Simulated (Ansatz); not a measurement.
# TiInSn in the AlB2 type: lattice stability ahead of a resistivity run, part 3 of 3

Question: is the lattice of TiInSn in the AlB2 type stable, and if so, what are its coupling constant and resistivity?

Ansatz 0.2.0; DFT PBEsol, scalar-relativistic, plane waves, PAW; PAW set soft_1.

So far, lowest on path (cm⁻¹): step 5 (lattice stability: q 2×2×2, k 4×4×6) -37.7. The relaxed cell has a = 4.986, c = 2.872 Å (conventional setting).

The structure was built from a prototype and need not be the compound's stable phase.

**6. Phonons: q 3×3×2, k 6×6×8**

An imaginary mode on so few k-points may come from the sampling, so the phonons are repeated with another q and k mesh.

input.yaml reads:

```yaml
crystal:
  lattice:
    - [4.986303886, 3.3717e-06, 0.0]
    - [-2.4931548629, 4.3182641504, 0.0]
    - [0.0, 0.0, 2.8721901931]
  atoms:
    - { symbol: Ti, position: [0.0, 0.0, 0.0] }
    - { symbol: Sn, position: [0.3333333333, 0.6666666667, 0.5] }
    - { symbol: In, position: [0.6666666667, 0.3333333333, 0.5] }
kpoints:
  mp_grid: { grid: [6, 6, 8] }
hamiltonian:
  xc: pbesol
  pseudopotentials: { kind: paw, azcp: { folder: soft_1 }, xc_functional: pbe }
scf:
  occupations: { method: methfessel_paxton, width: 0.2 }
output:
  eigenvalues: true
phonons:
  method: dfpt
  qmesh: [3, 3, 2]
  temperatures: { t_max: 1000, t_step: 50 }
  qpath:
    path:
      - [[0.0, 0.0, 0.0], [0.5, 0.0, 0.0], [0.33333333, 0.33333333, 0.0], [0.0, 0.0, 0.0], [0.0, 0.0, 0.5], [0.5, 0.0, 0.5], [0.33333333, 0.33333333, 0.5], [0.0, 0.0, 0.5]]
      - [[0.5, 0.0, 0.5], [0.5, 0.0, 0.0]]
      - [[0.33333333, 0.33333333, 0.5], [0.33333333, 0.33333333, 0.0]]
    npoints: 10
```

Launch:

```sh
ansatz run input.yaml --threads 4 --pin off --max-ram 12288MiB --backend cpu --events-out ev --progress --plain --runs-dir out
```

Numbers of over 12 decimals in the logs are rounded to 6 here.

The log of the run:

```text
[...]
Crystal: 3 atoms, lattice volume = 61.845 Å³
Basis set: ecut = 420 eV, 1251 PW (Γ), exchange–correlation on 72×72×40 points (8 copies of the dense FFT grid, shifted against one another)
Bands: 24, of which v1, the nominal top of the filled ones, is band 20 counted from 1 (19 counted from 0)
Symmetry: 12 space group operations
k-points: 35 of 288 (time reversal used)
[...]
SCF iter   1: F=—  HF=-13950.397693 eV  |F-HF|=—  |Δ(HF+E_count)|=         —  Δρ=6.78e-2  dr2=8.09e0  ethr=3.10e-3  ⟨swp⟩=5.7  Hψ=7575  notcnv=0
automatic band count: the SCF goes on with 28 bands, as 24 were too few: they end inside the smearing window of the response
[...]
SCF iter   2: F=—  HF=-13949.501718 eV  |F-HF|=—  |Δ(HF+E_count)|=   8.96e-1  S|Δr|=    0.00e0  Δρ=3.66e-2  dr2=2.56e0  ethr=3.10e-3  ⟨swp⟩=2.1  Hψ=1529  notcnv=0  defer=72
[...]
SCF iter  11: F=-13949.075829 eV  HF=-13949.075829 eV  |F-HF|=9.09e-12  |Δ(HF+E_count)|=  1.64e-11  S|Δr|=    0.00e0  Δρ=1.05e-7  dr2=8.63e-12  ethr=1.00e-12  ⟨swp⟩=12.2  Hψ=5434  notcnv=0
SCF 1 converged in 11 iterations: F = -13949.075829 eV  dr2 = 8.63e-12
[...]
SCF converged after 11 iterations
[...]
Free energy (F): -13949.075829 eV
[...]
Internal energy: -13949.066295 eV  (E = F + TS)
E sigma→0 (E₀):  -13949.073446 eV
Entropy (-TS):   -0.009534 eV (-3.178 meV/atom)
Fermi energy:    13.305762 eV
[...]
--- Band table (eV; the first three rows and the last of 35) ---
  k-point 0: bands = [... 16 lower, 9.8851, 9.8851, 12.1871, 13.3081, 13.3081, 15.3134, 15.3134, 15.9774, ... 4 higher]
  k-point 1: bands = [... 16 lower, 10.1967, 10.1967, 12.5264, 13.1687, 13.1687, 15.5566, 15.5566, 15.9655, ... 4 higher]
  k-point 2: bands = [... 16 lower, 11.0784, 11.0784, 12.6591, 12.8206, 12.8206, 15.1185, 15.7454, 15.7454, ... 4 higher]
  k-point 34: bands = [... 16 lower, 9.4983, 10.8158, 11.3411, 13.7108, 13.9069, 14.4923, 14.5402, 14.5828, ... 4 higher]
[...]
ASR residual: 5.493e-5 → 0.000e0 eV/Å²; symmetrization residual: 1.462e-5 eV/Å²
  ASR residual per site (eV/Å²): 2.53e-5 5.49e-5 3.15e-5
  Γ frequencies (cm⁻¹): 0.00 0.00 0.00 39.34 104.95 104.95 118.31 137.24 137.24
--- Phonons (arbitrary-q DFPT): 6 irreducible q on the 3×3×2 mesh ---
[...]
interpolated dispersion: 93 rows × 9 modes
[...]
```

It took 3.2 min on 4 threads of Arm Neoverse V2, shared host; peak memory 1.1 GiB.

This step gave:

```
share of imaginary modes in the plain interpolation between solved wavevectors : 0.0571
highest frequency, solved or plainly interpolated                              : 200.7 cm⁻¹
```

Solved on the 3×3×2 mesh alone; all other wavevectors are interpolated. Phonon branches along the path, in cm⁻¹:

| point | branch 1 | branch 2 | branch 3 | branch 4 | branch 5 | branch 6 | branch 7 | branch 8 | branch 9 |
| --- | --- | --- | --- | --- | --- | --- | --- | --- | --- |
| Γ | 0 | 0 | 0 | 39 | 105 | 105 | 118 | 137 | 137 |
| halfway | 12 | 37 | 43 | 59 | 84 | 97 | 121 | 149 | 157 |
| M | 20 | 44 | 49 | 80 | 86 | 115 | 126 | 143 | 168 |
| halfway | -31 | 45 | 48 | 90 | 103 | 118 | 126 | 141 | 165 |
| K | -43 | 46 | 48 | 101 | 116 | 124 | 127 | 134 | 160 |
| halfway | -16 | 40 | 43 | 70 | 86 | 99 | 122 | 149 | 160 |
| Γ | 0 | 0 | 0 | 39 | 105 | 105 | 118 | 137 | 137 |
| halfway | 42 | 42 | 114 | 124 | 137 | 137 | 142 | 142 | 145 |
| A | 52 | 52 | 145 | 145 | 145 | 167 | 167 | 167 | 186 |
| halfway | 32 | 66 | 132 | 133 | 139 | 148 | 153 | 170 | 194 |
| L | -10 | 77 | 119 | 119 | 134 | 152 | 164 | 173 | 201 |
| halfway | -34 | 91 | 126 | 127 | 130 | 153 | 169 | 179 | 200 |
| H | -43 | 111 | 112 | 134 | 136 | 154 | 173 | 189 | 197 |
| halfway | 17 | 73 | 127 | 130 | 135 | 149 | 157 | 172 | 195 |
| A | 52 | 52 | 145 | 145 | 145 | 167 | 167 | 167 | 186 |
| jump to L | -10 | 77 | 119 | 119 | 134 | 152 | 164 | 173 | 201 |
| halfway | 12 | 81 | 96 | 99 | 126 | 136 | 148 | 161 | 162 |
| M | 20 | 44 | 49 | 80 | 86 | 115 | 126 | 143 | 168 |
| jump to H | -43 | 111 | 112 | 134 | 136 | 154 | 173 | 189 | 197 |
| halfway | -43 | 101 | 107 | 117 | 120 | 145 | 155 | 158 | 163 |
| K | -43 | 46 | 48 | 101 | 116 | 124 | 127 | 134 | 160 |

The phonon branches as a text plot (rows in cm⁻¹):

```
    196 |                          ***********   *       *
    185 |                       ***     ***   *** *      ***
    175 |                      *    **** *****     *     ***
    165 |   *********         ****** ****  ** ****  *****  ******
    155 |  *         **      ***  *************  ***     ****
    145 | ******   ****    *********         ****  ******   **
    135 |*      ***    ********    ******** **   *****   **   ***
    125 |  ************  *****      ** **  **       * ***  **  **
    114 |**   *****    ** * *         *  **      **    **********
    104 |*  **  ** **  *** *              *        * *      *  **
     94 | **   ** * ***    *            *           **       *
     84 |  *****   ***    *            *   **      ******     *
     74 |   *             *         ***          **           *
     64 |                          *         *        *        *
     53 |     ***    *        *****           ***      **       *
     43 |*****************  **    *           *         *
     33 | **         **   **       *         *
     23 | *  **          *                            ***
     13 |* **          * *          **             ***
      3 |**            **                         *
     -8 |            **               *          *
    -18 |      *                            *
    -28 |          **                  *   *
    -38 |       ***                     ***              ********
         Γ    M  K      Γ       A     L  H     A|L     M|H      K
```

Lowest modes at the softest wavevector of the mesh. Modes at q = (-0.333, -0.333, 0.500), with each element's share of the kinetic energy (negative means imaginary):

| mode | frequency (cm⁻¹) | Ti % | Sn % | In % |
| --- | --- | --- | --- | --- |
| 1 | -43.1 | 0 | 50 | 50 |
| 2 | 110.8 | 0 | 0 | 100 |
| 3 | 111.7 | 0 | 100 | 0 |
| 4 | 133.6 | 73 | 27 | 0 |
| 5 | 136.3 | 62 | 0 | 38 |
| 6 | 154.3 | 34 | 31 | 35 |

Displacements in mode 1 (-43.1 cm⁻¹), the largest set to 1, in the home cell (x, y, z of the real part, then of the imaginary part):
```
Ti1  0.00  0.00 -0.11  0.00  0.00  0.00
Sn2  0.00 -0.98  0.00  0.98  0.00  0.00
In3  0.87  0.50  0.00  0.50 -0.87  0.00
```

Displacements in mode 6 (154.3 cm⁻¹), the largest set to 1, in the home cell (x, y, z of the real part, then of the imaginary part):
```
Ti1  0.00  0.00  1.00  0.00  0.00  0.00
Sn2  0.00  0.43  0.00 -0.43  0.00  0.00
In3  0.40  0.23  0.00  0.23 -0.40  0.00
```

The modes has structure finer than the step of the table below, so its rows give means over 5 cm⁻¹, whole bins alone (the curve runs from -52.4 to 216 cm⁻¹). Peaks (cm⁻¹: height): In -28.7: 0.0109, 52.3: 0.0186, 67.5: 0.0190, 81.0: 0.0240, 148.6: 0.0417, 163.8: 0.0357; Sn 50.6: 0.0202, 67.5: 0.0192, 79.3: 0.0209, 89.5: 0.0208, 148.6: 0.0378, 163.8: 0.0338, 194.1: 0.0108; Ti 124.9: 0.0585, 148.6: 0.0452, 163.8: 0.0275.

Phonopy on the run's constants, 13x13x19 mesh, Gaussian sigma 2.0 cm⁻¹. Modes against wavenumber; means over each step; values in 1/cm⁻¹/cell:

| wavenumber (cm⁻¹) | In | Sn | Ti |
| --- | --- | --- | --- |
| -45 | 0.00193 | 0.00188 | 1.4e-6 |
| -40 | 0.00788 | 0.00772 | 1.4e-5 |
| -35 | 0.00676 | 0.00664 | 1.5e-5 |
| -30 | 0.00989 | 0.00973 | 4.1e-5 |
| -25 | 0.00593 | 0.00581 | 4.5e-5 |
| -20 | 0.00523 | 0.00519 | 7.8e-5 |
| -15 | 0.00685 | 0.00688 | 6.3e-5 |
| -10 | 0.00416 | 0.00405 | 8.0e-5 |
| -5 | 0.00338 | 0.00320 | 1.3e-4 |
| 0 | 0.00227 | 0.00218 | 2.5e-4 |
| 5 | 0.00535 | 0.00529 | 3.1e-4 |
| 10 | 0.00574 | 0.00571 | 5.3e-4 |
| 15 | 0.00657 | 0.00642 | 5.4e-4 |
| 20 | 0.00811 | 0.00807 | 6.2e-4 |
| 25 | 0.00644 | 0.00667 | 4.0e-4 |
| 30 | 0.00437 | 0.00455 | 5.5e-4 |
| 35 | 0.00570 | 0.00614 | 5.9e-4 |
| 40 | 0.00676 | 0.00811 | 7.4e-4 |
| 45 | 0.0103 | 0.0116 | 7.1e-4 |
| 50 | 0.0164 | 0.0172 | 0.00119 |
| 55 | 0.0127 | 0.00960 | 0.00113 |
| 60 | 0.00850 | 0.00762 | 0.00145 |
| 65 | 0.0156 | 0.0156 | 0.00269 |
| 70 | 0.0146 | 0.0146 | 0.00144 |
| 75 | 0.0120 | 0.0109 | 0.00260 |
| 80 | 0.0225 | 0.0190 | 0.00919 |
| 85 | 0.0182 | 0.0157 | 0.0140 |
| 90 | 0.0171 | 0.0182 | 0.0174 |
| 95 | 0.0140 | 0.0129 | 0.0198 |
| 100 | 0.0133 | 0.0143 | 0.0262 |
| 105 | 0.0101 | 0.0120 | 0.0270 |
| 110 | 0.00980 | 0.0137 | 0.0289 |
| 115 | 0.0101 | 0.0138 | 0.0369 |
| 120 | 0.0102 | 0.0118 | 0.0471 |
| 125 | 0.0116 | 0.0112 | 0.0566 |
| 130 | 0.0194 | 0.0177 | 0.0487 |
| 135 | 0.0241 | 0.0222 | 0.0347 |
| 140 | 0.0279 | 0.0244 | 0.0304 |
| 145 | 0.0358 | 0.0320 | 0.0357 |
| 150 | 0.0382 | 0.0350 | 0.0425 |
| 155 | 0.0252 | 0.0229 | 0.0263 |
| 160 | 0.0276 | 0.0257 | 0.0239 |
| 165 | 0.0306 | 0.0278 | 0.0234 |
| 170 | 0.0159 | 0.0120 | 0.00999 |
| 175 | 0.00874 | 0.00868 | 0.00624 |
| 180 | 0.00428 | 0.00558 | 0.00357 |
| 185 | 0.00366 | 0.00779 | 0.00410 |
| 190 | 0.00306 | 0.00859 | 0.00373 |
| 195 | 0.00325 | 0.0102 | 0.00454 |
| 200 | 0.00158 | 0.00495 | 0.00240 |
| 205 | 9.7e-5 | 2.8e-4 | 1.5e-4 |
| 210 | 2.0e-7 | 4.0e-7 | 2.0e-7 |

No LO-TO term; unit eigenvectors of the mass-weighted matrix. Modes at Γ, with each element's share of the kinetic energy:

| mode | frequency (cm⁻¹) | symmetry | Ti % | Sn % | In % |
| --- | --- | --- | --- | --- | --- |
| 1 | 0.0 | unnamed | 17 | 42 | 41 |
| 2 | 0.0 | unnamed | 17 | 42 | 41 |
| 3 | 0.0 | unnamed | 17 | 42 | 41 |
| 4 | 39.3 | A2'' | 0 | 50 | 50 |
| 5 | 104.9 | E' | 82 | 13 | 5 |
| 6 | 104.9 | E' | 82 | 13 | 5 |
| 7 | 118.3 | A2'' | 83 | 8 | 9 |
| 8 | 137.2 | E' | 1 | 45 | 54 |
| 9 | 137.2 | E' | 1 | 45 | 54 |

Displacements in mode 4 (39.3 cm⁻¹), the largest set to 1:
```
Ti1  0.00  0.00  0.03
Sn2  0.00  0.00 -0.98
In3  0.00  0.00  1.00
```

Displacements in mode 8 (137.2 cm⁻¹), the largest set to 1:
```
Ti1 -0.10 -0.18  0.00
Sn2 -0.49 -0.90  0.00
In3  0.55  1.00  0.00
```

Among the solved wavevectors the lowest mode, translations apart, is -43.1 cm⁻¹, imaginary.

**7. What came out**

- phonon run of the rows without a label of their own: PBEsol, q 3×3×2, k 6×6×8
- softest mode on the q mesh: -43.1 cm⁻¹ at q = (-0.333, -0.333, 0.5)
- highest frequency, solved or plainly interpolated: 201 cm⁻¹

What this shows: The lattice is dynamically unstable at this level: a mode at q = (-0.333, -0.333, 0.5) is imaginary, 43.1i cm⁻¹, so no harmonic coupling constant or resistivity is defined for this structure. These meshes are coarse, and single modes of a metal can move by tens of cm⁻¹ with the k mesh. The coarser mesh found an imaginary mode at another wavevector, which this mesh lacks. The phonon runs are not spin-polarised. The PAW files were made for PBE; under other functionals the run regenerates their frozen core. The structure was built by hand as an ordered model, and its stability against other phases was not tested.

[Logs are printed without paths, hosts, clocks, repeated set-up lines and the standing remarks that a program may print on its own settings, such as how far it seeks lower states.]

[Hosts, paths, dates, database ids (printed as entryN), source tags and the programs' standing remarks are cut or masked in the printed files.]
